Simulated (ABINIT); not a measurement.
An input for ABINIT 10.8.3 (MoS2 (P6_3/mmc)):

```
acell 3*1.0 Angstrom
rprim 
  3.169000000004 -0.000000000001 0.000000000000
  -1.584500000001 2.744434504597 0.000000000000
  0.000000000000 0.000000000000 12.324000000000
ntypat 2
znucl 42 16
natom 6
typat 1 1 2 2 2 2
xred 
  0.333333333333 0.666666666667 0.250000000000
  0.666666666667 0.333333333333 0.750000000000
  0.333333333333 0.666666666667 0.623000000000
  0.666666666667 0.333333333333 0.123000000000
  0.333333333333 0.666666666667 0.877000000000
  0.666666666667 0.333333333333 0.377000000000
pp_dirpath "pseudos"
pseudos "Mo.upf, S.upf"
ecut 36
ngkpt 3 3 1
nshiftk 1
shiftk 0 0 0
kptopt 1
chksymbreak 0
istwfk *1
occopt 1
irdwfk 1
optdriver 3
nband 153
ecuteps 4.8
inclvkb 2
awtr 1
symchi 1
indata_prefix "in"
outdata_prefix "out"
tmpdata_prefix "tmp"
```

The database entry behind the starting cell differs from later determinations by our own check (about 0.3 % long), so it need not match the best structure at ambient conditions.

```sh
OMP_NUM_THREADS=1 mpirun -n 8 abinit run.abi > log
```

How long will it take on 8 MPI ranks of Intel Xeon 6975P-C (Granite Rapids), shared host, and how much memory?

It took 38 s; on shared hardware allow 19 s to 75 s. Peak host memory was 1.7 GiB.

[Paths, hosts, dates, memory and timing lines, banners, echoed tables and standing remarks are left out of the program output.]

[Logs are printed without paths, hosts, clocks, repeated set-up lines and the standing remarks that a program may print on its own settings, such as how far it seeks lower states.]

[Runs of the session that timed out or met a known fault of the program may be left out.]

[Hosts, paths, dates, database ids (printed as entryN), source tags and the programs' standing remarks are cut or masked in the printed files.]

[G0W0 gaps are taken among the corrected bands and points alone; a level outside them can change the order at an edge.]

[Where Ansatz stands beside ABINIT at settings called matched, ABINIT's density can come from a denser mesh and the files from another edition; pairs whose starting gaps differed by over 0.03 eV were left out, so agreement reads better than it is.]
